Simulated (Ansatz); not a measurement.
## Atom list for Glassy 58SiO2-11Na2O-13BaO-18CaO (mol %) (102 atoms)

The starting structure: 102 atoms (22 Si, 8 Na, 5 Ba, 7 Ca, 60 O) placed at random at 3.02 g/cm³, melted at 4000 K for 10 ps at fixed volume with the Morse and Coulomb pair potential with partial charges (Pedone, Malavasi, Menziani, Cormack and Segre, J. Phys. Chem. B 110, 11780 (2006)). Quenched from 4000 K to 300 K at 50 K/ps and fixed volume, held 10 ps at zero pressure.

This is the frame at 150 fs of a trajectory (instantaneous temperature 809 K). Method: Kohn-Sham DFT, PBE, PAW (set soft_2), plane waves (Ansatz 0.2.0); cutoff 420 eV, Γ point, fermi-dirac smearing of 0.078 eV; density 3.06 g/cm³.

Cell vectors (Å):

```
11.396 0.000 0.000
0.000 11.396 0.000
0.000 0.000 11.396
```

Positions (Å):

```
1 Si 5.054 6.479 11.030
2 Si 7.419 10.731 3.965
3 Si 9.050 1.488 5.585
4 Si 2.546 7.086 7.489
5 Si 9.076 0.333 10.238
6 Si 6.997 2.740 1.948
7 Si 3.131 5.643 4.712
8 Si 10.396 9.269 9.130
9 Si 6.751 5.755 1.884
10 Si 4.419 9.255 0.920
11 Si 9.913 8.531 0.513
12 Si 7.373 1.965 8.019
13 Si 10.957 7.780 6.469
14 Si 7.493 10.131 0.938
15 Si 2.184 6.170 10.333
16 Si 4.187 1.161 8.914
17 Si 3.916 8.288 3.943
18 Si 1.988 0.937 3.685
19 Si 6.659 8.420 5.725
20 Si 9.633 5.398 1.445
21 Si 0.260 3.406 10.983
22 Si 4.976 1.023 3.785
23 Na 0.236 10.596 5.082
24 Na 5.868 9.278 9.057
25 Na 0.146 5.150 8.325
26 Na 3.103 3.712 8.727
27 Na 10.049 0.200 2.195
28 Na 8.590 10.351 6.641
29 Na 5.875 0.813 10.828
30 Na 8.304 6.826 7.901
31 Ba 0.481 1.229 7.993
32 Ba 3.679 10.358 6.446
33 Ba 3.478 3.475 1.520
34 Ba 6.495 4.279 5.336
35 Ba 1.276 7.980 2.630
36 Ca 0.936 0.175 0.494
37 Ca 2.851 2.579 5.932
38 Ca 7.625 4.022 10.302
39 Ca 11.265 4.337 5.237
40 Ca 10.754 2.906 2.657
41 Ca 8.936 7.123 4.308
42 Ca 2.721 9.474 9.686
43 O 6.544 9.322 7.042
44 O 10.161 5.025 2.958
45 O 10.762 8.468 4.949
46 O 8.086 5.133 0.834
47 O 10.194 0.630 6.334
48 O 1.999 0.451 5.231
49 O 0.427 9.883 9.265
50 O 2.646 9.145 4.355
51 O 3.848 6.726 3.800
52 O 10.133 8.549 7.640
53 O 7.309 3.608 8.003
54 O 1.187 7.749 6.988
55 O 8.685 2.269 2.011
56 O 1.484 5.585 4.317
57 O 1.144 4.848 10.857
58 O 7.652 9.219 4.605
59 O 11.165 2.988 9.575
60 O 7.302 6.952 2.691
61 O 4.708 8.111 11.133
62 O 4.255 8.655 2.294
63 O 10.265 8.130 10.284
64 O 3.901 2.045 10.265
65 O 10.304 0.705 11.138
66 O 6.359 4.294 2.619
67 O 5.104 8.700 5.010
68 O 10.874 9.630 1.259
69 O 7.698 1.395 6.484
70 O 10.160 7.028 1.310
71 O 7.840 11.254 11.165
72 O 10.266 6.131 6.287
73 O 0.709 0.189 2.943
74 O 5.384 5.885 1.068
75 O 9.111 10.348 9.209
76 O 5.897 10.164 1.025
77 O 3.660 5.520 10.790
78 O 6.995 6.866 5.689
79 O 3.987 10.989 9.089
80 O 10.336 4.325 0.250
81 O 3.656 8.137 7.967
82 O 1.630 2.537 3.575
83 O 8.398 1.505 9.241
84 O 2.977 1.558 8.056
85 O 9.661 2.771 4.756
86 O 5.885 1.778 2.689
87 O 3.990 4.328 4.527
88 O 2.044 6.158 8.688
89 O 3.608 0.715 3.081
90 O 3.206 6.123 6.425
91 O 6.526 2.797 0.485
92 O 6.222 5.915 10.040
93 O 5.838 11.016 4.193
94 O 5.803 1.230 8.217
95 O 4.766 1.879 5.116
96 O 8.420 0.484 4.399
97 O 0.963 2.536 0.709
98 O 1.905 7.599 10.843
99 O 1.353 3.779 7.072
100 O 3.227 10.267 0.278
101 O 7.917 10.688 2.370
102 O 8.305 8.710 0.694
```

Q: Give the force on every atom.

Columns: atom, fx, fy, fz (forces in eV/Å).

```
1 0.324 -1.464 -2.779
2 -0.700 -0.293 -2.076
3 2.286 -0.280 -2.180
4 2.000 0.417 -0.123
5 -0.409 -0.392 -1.081
6 3.553 -0.196 1.470
7 -4.121 -1.613 3.216
8 0.135 0.339 0.118
9 1.538 -2.505 -0.538
10 -0.112 4.366 -4.510
11 1.946 -1.970 0.441
12 -2.872 0.598 -0.451
13 1.761 -3.127 -2.771
14 0.121 -0.196 -0.184
15 -1.386 -2.922 0.663
16 1.425 0.678 2.560
17 2.834 2.897 -0.191
18 -1.159 0.467 -0.331
19 -3.865 1.171 -0.689
20 1.829 -0.439 -1.860
21 -0.956 4.113 0.790
22 2.247 0.606 2.325
23 -0.384 -0.180 -0.319
24 -0.467 -0.125 0.137
25 -0.265 -0.763 0.024
26 -0.464 0.606 0.382
27 -1.109 -0.300 0.043
28 0.159 0.008 0.707
29 -0.400 0.486 0.850
30 -0.354 -0.231 -0.123
31 0.225 0.798 0.497
32 0.874 0.365 0.057
33 0.168 -0.260 -0.211
34 -0.888 -0.523 -0.004
35 -1.513 -0.500 -0.720
36 0.602 -0.584 0.405
37 -0.450 0.954 -0.445
38 -0.490 0.065 0.412
39 1.451 0.554 1.047
40 0.064 -0.607 -0.632
41 0.299 -0.300 -0.872
42 -1.471 -1.897 0.557
43 1.228 -0.614 -0.127
44 -1.143 0.754 -0.627
45 -0.063 -0.482 1.845
46 -0.600 1.937 1.944
47 -0.424 -0.329 -0.236
48 0.257 0.474 0.718
49 1.560 1.772 -0.380
50 -0.337 -0.472 -0.042
51 0.356 0.065 -1.385
52 -1.092 0.245 0.527
53 0.279 -1.199 0.145
54 -3.563 1.403 -1.450
55 -3.085 1.177 0.597
56 2.207 0.772 -0.335
57 2.589 1.780 -1.052
58 0.948 0.135 0.416
59 -0.336 -0.683 -1.348
60 0.643 0.359 1.194
61 0.659 -0.416 -0.497
62 -1.044 -1.921 4.746
63 -1.415 -0.062 1.259
64 1.388 -0.089 0.216
65 0.433 -0.184 -0.497
66 1.684 -0.941 0.680
67 0.519 -1.135 -0.304
68 -0.731 -1.103 -1.034
69 -0.407 1.162 1.819
70 -0.363 -0.218 -0.297
71 -1.172 -0.917 1.150
72 0.351 3.055 0.914
73 1.085 -0.117 -0.901
74 -0.416 0.414 1.557
75 1.048 0.439 0.022
76 -1.893 -1.162 -1.203
77 0.030 1.121 -0.461
78 1.454 -0.354 0.596
79 1.842 -1.421 -0.249
80 -1.082 0.377 1.945
81 -0.484 1.093 0.546
82 0.402 0.022 0.211
83 0.072 -0.170 0.085
84 -1.787 1.163 -4.295
85 -1.000 -0.463 1.578
86 0.581 0.092 -0.161
87 0.300 -0.364 0.398
88 -0.063 -1.580 1.913
89 -3.450 -0.733 -1.391
90 1.054 -1.440 -3.536
91 -0.842 0.258 -3.526
92 -0.334 1.238 0.005
93 -0.094 0.766 -0.536
94 0.982 0.938 0.907
95 0.913 -0.645 0.161
96 0.828 -0.199 0.480
97 0.358 -1.326 0.724
98 -0.351 1.099 1.432
99 -0.911 -0.950 -1.247
100 1.138 -1.393 2.011
101 0.387 -0.212 1.485
102 -1.100 1.359 -0.721
```

The quench rate of 50 K/ps is many orders above laboratory rates, so the cell is likely richer in defects and strain than a real sample. The network of bonds at the start is that of the classical potential that made the cell. Only the Γ point is sampled, in a cell whose shortest periodic width is 11 Å.

The r.m.s. force component is 1.34 eV/Å; the longest force, 6.28 eV/Å, acts on Si10. The energy lies 15.4 meV/atom above that of the first step of this run.

[Logs are printed without paths, hosts, clocks, repeated set-up lines and the standing remarks that a program may print on its own settings, such as how far it seeks lower states.]

[Hosts, paths, dates, database ids (printed as entryN), source tags and the programs' standing remarks are cut or masked in the printed files.]
